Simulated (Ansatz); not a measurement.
# How Ru(0001) screens a field

Wanted: the response of a Ru(0001) slab to a perpendicular field.

Main program and level: Ansatz 0.2.0; plane-wave DFT, LDA, Ansatz PAW.

## 1. The starting structure

The cell holds 7 atoms: 7 Ru. Its edges and angles: a = 2.700 Å, b = 2.700 Å, c = 30.830 Å, α = 90.0°, β = 90.0°, γ = 60.0°. Vacuum lies along c.

## 2. Atoms held, field 0

A sawtooth potential applies the field, turning back in the middle of the vacuum. With the dipole correction the typed value is the field outside the slab. The induced dipole is small, so the SCF threshold is tight.

Input file input.yaml:

```yaml
crystal:
  lattice:
    - [2.7, 0.0, 0.0]
    - [1.35, 2.3382685902, 0.0]
    - [0.0, 0.0, 30.8304]
  atoms:
    - { symbol: Ru, position: [0.0, 0.0, 0.2919196637] }
    - { symbol: Ru, position: [0.6666666667, 0.6666666667, 0.3612797758] }
    - { symbol: Ru, position: [0.0, 0.0, 0.4306398879] }
    - { symbol: Ru, position: [0.6666666667, 0.6666666667, 0.5] }
    - { symbol: Ru, position: [0.0, 0.0, 0.5693601121] }
    - { symbol: Ru, position: [0.6666666667, 0.6666666667, 0.6387202242] }
    - { symbol: Ru, position: [0.0, 0.0, 0.7080803363] }
kpoints:
  mp_grid: { grid: [24, 24, 1] }
hamiltonian:
  xc: lda
scf:
  occupations: { method: fermi_dirac, width: 0.1 }
  convergence: { dr2_threshold: 1.0e-10 }
efield:
  axis: 3
  dipole_correction: true
  ramp_position: 0.97
  ramp_width: 0.06
  amplitude: 0
output:
  forces: true
  write_potential: true
  write_density: true
  volumetric_format: npy
```

Command:

```sh
> ansatz run input.yaml --threads 4 --pin off --max-ram 6144MiB --backend cpu --events-out ev --progress --plain --runs-dir out
```

Numbers of over 12 decimals in the logs are rounded to 6 here.

What it wrote:

```text
Engine: ansatz 0.2.0, x86_64-unknown-linux-gnu
Pseudopotentials: kind: paw
Pseudopotential: Ru, paw, valence charge 16, recommended cutoff 420 eV (normal), Ru.paw.azcp
Functional definition: SPW92
  exchange = slater_x
  correlation = pw_c
Crystal: 7 atoms, lattice volume = 194.642 Å³
Basis set: ecut = 420 eV, 3841 PW (Γ)
Bands: 68, of which v1, the nominal top of the filled ones, is band 56 counted from 1 (55 counted from 0)
Symmetry: 6 space group operations
k-points: 61 of 576 (time reversal used)
Non-local potential: Ru, projectors of the file, l = 0: 3, l = 1: 2, l = 2: 2, l = 3: 1
PAW form: soft (Blöchl's): semilocal exchange-correlation on the pseudo side does not see the compensation charge
PAW frozen core: Ru, regenerated for the run's functional, and the local potential with it (the file was generated under x = pbe(κ = 0.804, μ = 0.219515), c = pbe(β = 0.066725))
PAW one-centre angular grid: Ru, 590 points (default); XC on 64 Gauss nodes
Initial density: superposition of atomic densities (neutral atoms: chi_scale 0, normalization atom), corrected by the library's trained network
Initial wavefunctions: pseudopotential atomic-orbital guess
Functional: x = slater, c = lda
SCF iter   1: F=—  HF=-40305.496978 eV  |F-HF|=—  |Δ(HF+E_count)|=         —  Δρ=1.37e-2  dr2=5.51e0  ethr=1.77e-3  p=0.000 e·Å  D=3.15e-13 V/Å  ΔV_dip=-0.00 eV  dr2_dipole=2.05e-7  V_vac-E_F(+/−)=4.90/4.90 eV  ⟨swp⟩=7.9  Hψ=17892  notcnv=0  defer=14
efield: sawtooth ramp at fractional position 0.9700 (set: `efield.ramp_position`, or a place that a band, a saddle search or an elastic batch's reference lends), width 0.0600; the density the first Hamiltonian is built on has a dipole p = 0.000 e·Å; the dipole correction subtracts the counter field D = 3.15e-13 V/Å, which shifts the + side's vacuum level by -0.00 eV against the − side's; the planar-averaged density in the ramp window peaks in size at 1.8e-6 e/Å³
preconditioner: auto → LDOS  [metal: Δε(μ)=0.006 eV  Ē_g=4.916 eV  σ=0.100 eV  W_gap=0.02  n_scr=24 (ndim 8)  ℏωp=19.9 eV  f_vac=0.474  D(μ)=7.29/eV (n_scr^D=24)  β→1.0]
SCF iter   2: F=—  HF=-40305.436752 eV  |F-HF|=—  |Δ(HF+E_count)|=   6.02e-2  Δρ=5.55e-3  dr2=9.91e-2  ethr=1.77e-3  p=0.000 e·Å  D=4.84e-6 V/Å  ΔV_dip=-0.00 eV  dr2_dipole=3.58e-7  V_vac-E_F(+/−)=5.33/5.33 eV  ⟨swp⟩=2.0  Hψ=5294  notcnv=0  defer=20
SCF iter   3: F=—  HF=-40305.422450 eV  |F-HF|=—  |Δ(HF+E_count)|=   1.43e-2  Δρ=2.18e-3  dr2=1.50e-2  ethr=8.84e-5  p=-0.000 e·Å  D=-1.28e-6 V/Å  ΔV_dip=0.00 eV  dr2_dipole=2.55e-8  V_vac-E_F(+/−)=5.38/5.38 eV  ⟨swp⟩=3.3  Hψ=9831  notcnv=0  defer=20
SCF iter   4: F=—  HF=-40305.419892 eV  |F-HF|=—  |Δ(HF+E_count)|=   2.56e-3  Δρ=2.91e-4  dr2=9.07e-4  ethr=1.34e-5  p=0.000 e·Å  D=1.09e-6 V/Å  ΔV_dip=-0.00 eV  dr2_dipole=3.28e-9  V_vac-E_F(+/−)=5.39/5.39 eV  ⟨swp⟩=2.3  Hψ=6509  notcnv=0  defer=20
SCF iter   5: F=—  HF=-40305.419806 eV  |F-HF|=—  |Δ(HF+E_count)|=   8.61e-5  Δρ=1.19e-4  dr2=5.97e-5  ethr=8.09e-7  p=0.000 e·Å  D=4.69e-7 V/Å  ΔV_dip=-0.00 eV  dr2_dipole=2.24e-9  V_vac-E_F(+/−)=5.41/5.41 eV  ⟨swp⟩=2.9  Hψ=7035  notcnv=0  defer=20
SCF iter   6: F=—  HF=-40305.419809 eV  |F-HF|=—  |Δ(HF+E_count)|=   2.47e-6  Δρ=6.53e-5  dr2=2.16e-5  ethr=5.33e-8  p=0.000 e·Å  D=4.28e-7 V/Å  ΔV_dip=-0.00 eV  dr2_dipole=5.50e-11  V_vac-E_F(+/−)=5.42/5.42 eV  ⟨swp⟩=3.1  Hψ=7681  notcnv=0  defer=20
SCF iter   7: F=—  HF=-40305.419805 eV  |F-HF|=—  |Δ(HF+E_count)|=   3.60e-6  Δρ=2.44e-5  dr2=1.04e-6  ethr=1.93e-8  p=0.000 e·Å  D=1.87e-7 V/Å  ΔV_dip=-0.00 eV  dr2_dipole=2.08e-11  V_vac-E_F(+/−)=5.43/5.43 eV  ⟨swp⟩=2.5  Hψ=6411  notcnv=0  defer=20
SCF iter   8: F=—  HF=-40305.420213 eV  |F-HF|=—  |Δ(HF+E_count)|=   4.08e-4  Δρ=8.05e-6  dr2=1.32e-7  ethr=9.30e-10  p=0.000 e·Å  D=4.11e-8 V/Å  ΔV_dip=-0.00 eV  dr2_dipole=3.63e-12  V_vac-E_F(+/−)=5.43/5.43 eV  ⟨swp⟩=3.0  Hψ=8825  notcnv=0  defer=14
SCF iter   9: F=—  HF=-40305.420214 eV  |F-HF|=—  |Δ(HF+E_count)|=   3.12e-7  Δρ=2.42e-6  dr2=1.31e-8  ethr=1.18e-10  p=0.000 e·Å  D=6.67e-9 V/Å  ΔV_dip=-0.00 eV  dr2_dipole=1.07e-12  V_vac-E_F(+/−)=5.43/5.43 eV  ⟨swp⟩=3.0  Hψ=7955  notcnv=0  defer=14
SCF iter  10: F=—  HF=-40305.420214 eV  |F-HF|=—  |Δ(HF+E_count)|=   5.14e-8  Δρ=5.27e-7  dr2=5.99e-10  ethr=1.17e-11  p=-0.000 e·Å  D=-5.71e-9 V/Å  ΔV_dip=0.00 eV  dr2_dipole=2.36e-13  V_vac-E_F(+/−)=5.43/5.43 eV  ⟨swp⟩=2.9  Hψ=8577  notcnv=0  defer=14
SCF iter  11: F=-40305.420214 eV  HF=-40305.420214 eV  |F-HF|=5.09e-11  |Δ(HF+E_count)|=   1.38e-9  Δρ=1.90e-7  dr2=8.07e-11  ethr=1.00e-12  p=-0.000 e·Å  D=-7.37e-9 V/Å  ΔV_dip=0.00 eV  dr2_dipole=9.97e-14  V_vac-E_F(+/−)=5.43/5.43 eV  ⟨swp⟩=12.4  Hψ=26005  notcnv=0
the search or the solves at the SCF's close seem to have found levels that the self-consistency loop had missed (the run counts 1). By its estimate they hold 2.98e-8 electrons. The energies and the density leave them out; if the run goes on with those levels, later outputs use occupations computed again with them
SCF 1 converged in 11 iterations: F = -40305.420214 eV  dr2 = 8.07e-11
  greatest PAW one-centre occupation: 0.999 electrons in one spin orbital (limit 2), on the Ru atom at site 6 (counted from 0), in its partial waves of l = 0
WARN: The output density's exchange-correlation potential varies sharply where the density is thin. Do not read a vacuum level from v_tot or v_xc, or from such a field of the output density. On a cell that repeats whose density bears no net charge and no dipole along the vacuum's axis use v_es (v_loc + v_h of the components); under efield.dipole_correction with no amplitude use v_es + v_field, which holds any externa [...]
SCF converged after 11 iterations
Free energy (F): -40305.420214 eV
Harris-Foulkes:  -40305.420214 eV  (|F-HF|=5.09e-11)
Internal energy: -40305.178445 eV  (E = F + TS)
E sigma→0 (E₀):  -40305.299329 eV
Entropy (-TS):   -0.241769 eV (-34.538 meV/atom)
Fermi energy:    8.601719 eV
Dipole field:    D = 0.000000 V/Å  (p = 0.000000 e·Å, saw-weighted, corrected)
Work function:   Φ+ = 5.4318 eV   Φ− = 5.4318 eV
Levels:          The Fermi level and band energies are counted from a zero that moves with the ramp; work functions are not
--- Per-component energies (eV) ---
  E_band       = -2026.752137
  E_kinetic    = 3594.193232
  E_local      = -256378.657049  (includes V_loc(G=0)·N_el)
  E_nonlocal   = 2439.838316
  E_hartree    = 125778.967030
  E_xc         = -1322.518409
  E_vxc        = -1666.761633  (∫ρ·V_xc dr)
  E_paw        = -23389.244657  (= ΣΔE_a)
  E_vpaw       = -1573.296399  (= ΣTr[D̂ρ^β])
  E_aug_tail   = -0.001696  (compensation charges beyond the density's cutoff)
  E_efield     = 0.000000  (sawtooth field / dipole correction)
  E_vefield    = 0.000000  (∫n·V_field dr)
  E_ewald      = 108968.242993
  E_core_change = 4.001795  (= ΣΔE_core)
  E_smearing   = -0.241769  (= −TS)
  E_closure    = 0.000000  (closes the sum)
  Σ components = -40305.420214   (vs F -40305.420214, Δ=0.00e0)
--- Forces (eV/Å), atoms counted from 1 ---
  atom   1  Ru     0.00000000    -0.00000000     1.24682789
  atom   2  Ru    -0.00000000    -0.00000000    -0.67064042
  atom   3  Ru    -0.00000000     0.00000000    -0.20023057
  atom   4  Ru    -0.00000000    -0.00000000     0.00000009
  atom   5  Ru     0.00000000     0.00000000     0.20023080
  atom   6  Ru     0.00000000    -0.00000000     0.67064062
  atom   7  Ru    -0.00000000    -0.00000000    -1.24682744
  max |Σ_I F_I| component: 9.74e-7 eV/Å
--- Band table (eV; the first three rows and the last of 61) ---
  k-point 0: bands = [... 52 lower, 6.6813, 6.9144, 7.4594, 7.4594, 8.0048, 8.0048, 8.1416, 8.6452, ... 8 higher]
  k-point 1: bands = [... 52 lower, 6.7282, 6.9299, 7.4190, 7.4326, 7.9845, 7.9875, 7.9980, 8.6285, ... 8 higher]
  k-point 2: bands = [... 52 lower, 6.8664, 6.9114, 7.2661, 7.3729, 7.7315, 7.8882, 7.9355, 8.3813, ... 8 higher]
  k-point 60: bands = [... 52 lower, 7.4870, 8.0145, 8.8747, 9.2191, 9.2263, 9.6784, 9.6800, 9.6954, ... 8 higher]
```

Elapsed: 16 s, on 4 threads of AMD EPYC 9R14 (Zen 4), shared host; peak memory 0.94 GiB; 60 s of CPU time.

In the SCF lines HF is the Harris–Foulkes energy and dr2 the Hartree energy of the density residual, in eV; the loop may stop once dr2 is under the threshold and the program's other checks hold. Hψ counts applications of the Hamiltonian.

This step gave:

| Property | Result |
| --- | --- |
| energy at zero smearing | -40305.2993 eV |
| work function, upper face | 5.432 eV |
| dipole along the normal | 4.55e-7 e·Å |

Running mean over 2.138 Å of the planar mean; the ramp of the sawtooth is left out. Table of electron's electrostatic potential energy less the Fermi level by z:

| z (Å) | electron's electrostatic potential energy less the Fermi level (eV) |
| --- | --- |
| 3.5 | 5.43 |
| 4.0 | 5.43 |
| 4.5 | 5.43 |
| 5.0 | 5.43 |
| 5.5 | 5.41 |
| 6.0 | 5.35 |
| 6.5 | 5.12 |
| 7.0 | 4.31 |
| 7.5 | 1.05 |
| 8.0 | -6.03 |
| 8.5 | -12.2 |
| 9.0 | -14.1 |
| 9.5 | -14.4 |
| 10.0 | -14.5 |
| 10.5 | -14.6 |
| 11.0 | -14.7 |
| 11.5 | -14.7 |
| 12.0 | -14.7 |
| 12.5 | -14.6 |
| 13.0 | -14.6 |
| 13.5 | -14.6 |
| 14.0 | -14.6 |
| 14.5 | -14.6 |
| 15.0 | -14.6 |
| 15.5 | -14.6 |
| 16.0 | -14.6 |
| 16.5 | -14.6 |
| 17.0 | -14.6 |
| 17.5 | -14.6 |
| 18.0 | -14.6 |
| 18.5 | -14.7 |
| 19.0 | -14.7 |
| 19.5 | -14.7 |
| 20.0 | -14.6 |
| 20.5 | -14.5 |
| 21.0 | -14.4 |
| 21.5 | -14.3 |
| 22.0 | -13.8 |
| 22.5 | -10.5 |
| 23.0 | -3.39 |
| 23.5 | 2.63 |
| 24.0 | 4.71 |
| 24.5 | 5.23 |
| 25.0 | 5.38 |
| 25.5 | 5.42 |
| 26.0 | 5.43 |
| 26.5 | 5.43 |
| 27.0 | 5.43 |
| 27.5 | 5.43 |

Force by atom:

| atom | x (eV/Å) | y (eV/Å) | z (eV/Å) | size |
| --- | --- | --- | --- | --- |
| Ru1 | 0.00 | 0.00 | 1.25 | 1.25 |
| Ru2 | 0.00 | 0.00 | -0.67 | 0.67 |
| Ru3 | 0.00 | 0.00 | -0.20 | 0.20 |
| Ru4 | 0.00 | 0.00 | 0.00 | 0.00 |
| Ru5 | 0.00 | 0.00 | 0.20 | 0.20 |
| Ru6 | 0.00 | 0.00 | 0.67 | 0.67 |
| Ru7 | 0.00 | 0.00 | -1.25 | 1.25 |

The work function of the upper face is 5.43 eV.

## 3. Single point, field 0.05 V/Å

Changes to input.yaml since step 2:

```diff
@@ -25,3 +25,3 @@
   ramp_width: 0.06
-  amplitude: 0
+  amplitude: 0.05
 output:
```

What it wrote:

```text
[...]
Crystal: 7 atoms, lattice volume = 194.642 Å³
Basis set: ecut = 420 eV, 3841 PW (Γ)
Bands: 68, of which v1, the nominal top of the filled ones, is band 56 counted from 1 (55 counted from 0)
Symmetry: 6 space group operations
k-points: 61 of 576 (time reversal used)
[...]
k-point 0: bands = [... 52 lower, 6.6812, 6.9142, 7.4593, 7.4593, 8.0047, 8.0047, 8.1414, 8.6451, ... 8 higher]
  k-point 1: bands = [... 52 lower, 6.7281, 6.9298, 7.4189, 7.4325, 7.9844, 7.9874, 7.9979, 8.6284, ... 8 higher]
  k-point 2: bands = [... 52 lower, 6.8663, 6.9112, 7.2659, 7.3728, 7.7314, 7.8881, 7.9354, 8.3810, ... 8 higher]
  k-point 60: bands = [... 52 lower, 7.4869, 8.0144, 8.8746, 9.2190, 9.2262, 9.6783, 9.6799, 9.6953, ... 8 higher]
[key lines of the parts left out:]
SCF converged after 13 iterations
Free energy (F): -40305.420928 eV
Fermi energy:    8.601603 eV
Dipole field:    D = 0.026562 V/Å  (p = 0.028572 e·Å, saw-weighted, corrected)
```

The job ended after 18 s (4 threads; peak memory 0.92 GiB).

The dipole is 0.0286 e·Å.

## 4. Single point, field -0.05 V/Å

Changes to input.yaml since step 3:

```diff
@@ -25,3 +25,3 @@
   ramp_width: 0.06
-  amplitude: 0.05
+  amplitude: -0.05
 output:
```

What it wrote:

```text
[...]
Crystal: 7 atoms, lattice volume = 194.642 Å³
Basis set: ecut = 420 eV, 3841 PW (Γ)
Bands: 68, of which v1, the nominal top of the filled ones, is band 56 counted from 1 (55 counted from 0)
Symmetry: 6 space group operations
k-points: 61 of 576 (time reversal used)
[...]
k-point 0: bands = [... 52 lower, 6.6812, 6.9142, 7.4593, 7.4593, 8.0047, 8.0047, 8.1414, 8.6451, ... 8 higher]
  k-point 1: bands = [... 52 lower, 6.7281, 6.9298, 7.4189, 7.4325, 7.9844, 7.9874, 7.9979, 8.6284, ... 8 higher]
  k-point 2: bands = [... 52 lower, 6.8663, 6.9112, 7.2659, 7.3728, 7.7314, 7.8881, 7.9354, 8.3810, ... 8 higher]
  k-point 60: bands = [... 52 lower, 7.4869, 8.0144, 8.8746, 9.2190, 9.2262, 9.6783, 9.6799, 9.6953, ... 8 higher]
[key lines of the parts left out:]
SCF converged after 13 iterations
Free energy (F): -40305.420928 eV
Fermi energy:    8.601603 eV
Dipole field:    D = -0.026562 V/Å  (p = -0.028572 e·Å, saw-weighted, corrected)
```

Run time: 17 s. Hardware: 4 threads; peak memory 0.92 GiB; 67 s of CPU time.

The dipole is -0.0286 e·Å.

## 5. Atoms held, field 0.1 V/Å

Changes to input.yaml since step 4:

```diff
@@ -25,3 +25,3 @@
   ramp_width: 0.06
-  amplitude: -0.05
+  amplitude: 0.1
 output:
```

What it wrote:

```text
[...]
Crystal: 7 atoms, lattice volume = 194.642 Å³
Basis set: ecut = 420 eV, 3841 PW (Γ)
Bands: 68, of which v1, the nominal top of the filled ones, is band 56 counted from 1 (55 counted from 0)
Symmetry: 6 space group operations
k-points: 61 of 576 (time reversal used)
[...]
k-point 0: bands = [... 52 lower, 6.6808, 6.9139, 7.4590, 7.4590, 8.0043, 8.0043, 8.1410, 8.6447, ... 8 higher]
  k-point 1: bands = [... 52 lower, 6.7277, 6.9294, 7.4185, 7.4321, 7.9840, 7.9870, 7.9975, 8.6281, ... 8 higher]
  k-point 2: bands = [... 52 lower, 6.8660, 6.9109, 7.2656, 7.3725, 7.7309, 7.8878, 7.9351, 8.3803, ... 8 higher]
  k-point 60: bands = [... 52 lower, 7.4866, 8.0141, 8.8743, 9.2186, 9.2260, 9.6779, 9.6796, 9.6949, ... 8 higher]
[key lines of the parts left out:]
SCF converged after 13 iterations
Free energy (F): -40305.423071 eV
Fermi energy:    8.601271 eV
Dipole field:    D = 0.053126 V/Å  (p = 0.057146 e·Å, saw-weighted, corrected)
```

It took 17 s on 4 threads; peak memory 0.9 GiB; 68 s of CPU time.

The dipole is 0.0571 e·Å.

## 6. Atoms held, field -0.1 V/Å

Changes to input.yaml since step 5:

```diff
@@ -25,3 +25,3 @@
   ramp_width: 0.06
-  amplitude: 0.1
+  amplitude: -0.1
 output:
```

What it wrote:

```text
[...]
Crystal: 7 atoms, lattice volume = 194.642 Å³
Basis set: ecut = 420 eV, 3841 PW (Γ)
Bands: 68, of which v1, the nominal top of the filled ones, is band 56 counted from 1 (55 counted from 0)
Symmetry: 6 space group operations
k-points: 61 of 576 (time reversal used)
[...]
k-point 0: bands = [... 52 lower, 6.6808, 6.9139, 7.4590, 7.4590, 8.0043, 8.0043, 8.1410, 8.6447, ... 8 higher]
  k-point 1: bands = [... 52 lower, 6.7277, 6.9294, 7.4185, 7.4321, 7.9840, 7.9870, 7.9975, 8.6281, ... 8 higher]
  k-point 2: bands = [... 52 lower, 6.8660, 6.9109, 7.2656, 7.3725, 7.7309, 7.8878, 7.9351, 8.3803, ... 8 higher]
  k-point 60: bands = [... 52 lower, 7.4866, 8.0141, 8.8743, 9.2186, 9.2260, 9.6779, 9.6796, 9.6949, ... 8 higher]
[key lines of the parts left out:]
SCF converged after 13 iterations
Free energy (F): -40305.423071 eV
Fermi energy:    8.601270 eV
Dipole field:    D = -0.053126 V/Å  (p = -0.057146 e·Å, saw-weighted, corrected)
```

Wall time 17 s (4 threads); peak memory 0.92 GiB.

The dipole is -0.0571 e·Å.

## 7. Single point, field 0.2 V/Å

Changes to input.yaml since step 6:

```diff
@@ -25,3 +25,3 @@
   ramp_width: 0.06
-  amplitude: -0.1
+  amplitude: 0.2
 output:
```

What it wrote:

```text
[...]
Crystal: 7 atoms, lattice volume = 194.642 Å³
Basis set: ecut = 420 eV, 3841 PW (Γ)
Bands: 68, of which v1, the nominal top of the filled ones, is band 56 counted from 1 (55 counted from 0)
Symmetry: 6 space group operations
k-points: 61 of 576 (time reversal used)
[...]
k-point 0: bands = [... 52 lower, 6.6795, 6.9124, 7.4577, 7.4577, 8.0030, 8.0030, 8.1392, 8.6434, ... 8 higher]
  k-point 1: bands = [... 52 lower, 6.7264, 6.9280, 7.4172, 7.4308, 7.9827, 7.9855, 7.9960, 8.6267, ... 8 higher]
  k-point 2: bands = [... 52 lower, 6.8646, 6.9095, 7.2643, 7.3711, 7.7293, 7.8865, 7.9337, 8.3776, ... 8 higher]
  k-point 60: bands = [... 52 lower, 7.4852, 8.0128, 8.8729, 9.2170, 9.2249, 9.6766, 9.6783, 9.6936, ... 8 higher]
[key lines of the parts left out:]
SCF converged after 13 iterations
Free energy (F): -40305.431643 eV
Fermi energy:    8.599941 eV
Dipole field:    D = 0.106262 V/Å  (p = 0.114302 e·Å, saw-weighted, corrected)
```

The job ended after 17 s (4 threads; peak memory 0.93 GiB).

The dipole is 0.114 e·Å.

## 8. Single point, field -0.2 V/Å

Changes to input.yaml since step 7:

```diff
@@ -25,3 +25,3 @@
   ramp_width: 0.06
-  amplitude: 0.2
+  amplitude: -0.2
 output:
```

What it wrote:

```text
[...]
Crystal: 7 atoms, lattice volume = 194.642 Å³
Basis set: ecut = 420 eV, 3841 PW (Γ)
Bands: 68, of which v1, the nominal top of the filled ones, is band 56 counted from 1 (55 counted from 0)
Symmetry: 6 space group operations
k-points: 61 of 576 (time reversal used)
[...]
k-point 0: bands = [... 52 lower, 6.6795, 6.9124, 7.4577, 7.4577, 8.0030, 8.0030, 8.1392, 8.6434, ... 8 higher]
  k-point 1: bands = [... 52 lower, 6.7264, 6.9280, 7.4172, 7.4308, 7.9827, 7.9855, 7.9960, 8.6267, ... 8 higher]
  k-point 2: bands = [... 52 lower, 6.8646, 6.9095, 7.2643, 7.3711, 7.7293, 7.8865, 7.9337, 8.3776, ... 8 higher]
  k-point 60: bands = [... 52 lower, 7.4852, 8.0128, 8.8729, 9.2170, 9.2249, 9.6766, 9.6783, 9.6936, ... 8 higher]
[key lines of the parts left out:]
SCF converged after 13 iterations
Free energy (F): -40305.431643 eV
Fermi energy:    8.599941 eV
Dipole field:    D = -0.106262 V/Å  (p = -0.114301 e·Å, saw-weighted, corrected)
```

Wall time 18 s (4 threads); peak memory 0.93 GiB.

The dipole is -0.114 e·Å.

[end of part 1 of 2]

[Logs are printed without paths, hosts, clocks, repeated set-up lines and the standing remarks that a program may print on its own settings, such as how far it seeks lower states.]

[Hosts, paths, dates, database ids (printed as entryN), source tags and the programs' standing remarks are cut or masked in the printed files.]

[Maps of the electrostatic potential energy from Ansatz leave out the sawtooth potential of an applied field or a dipole correction, so their vacuum need not be flat; planar profiles and work functions include it.]
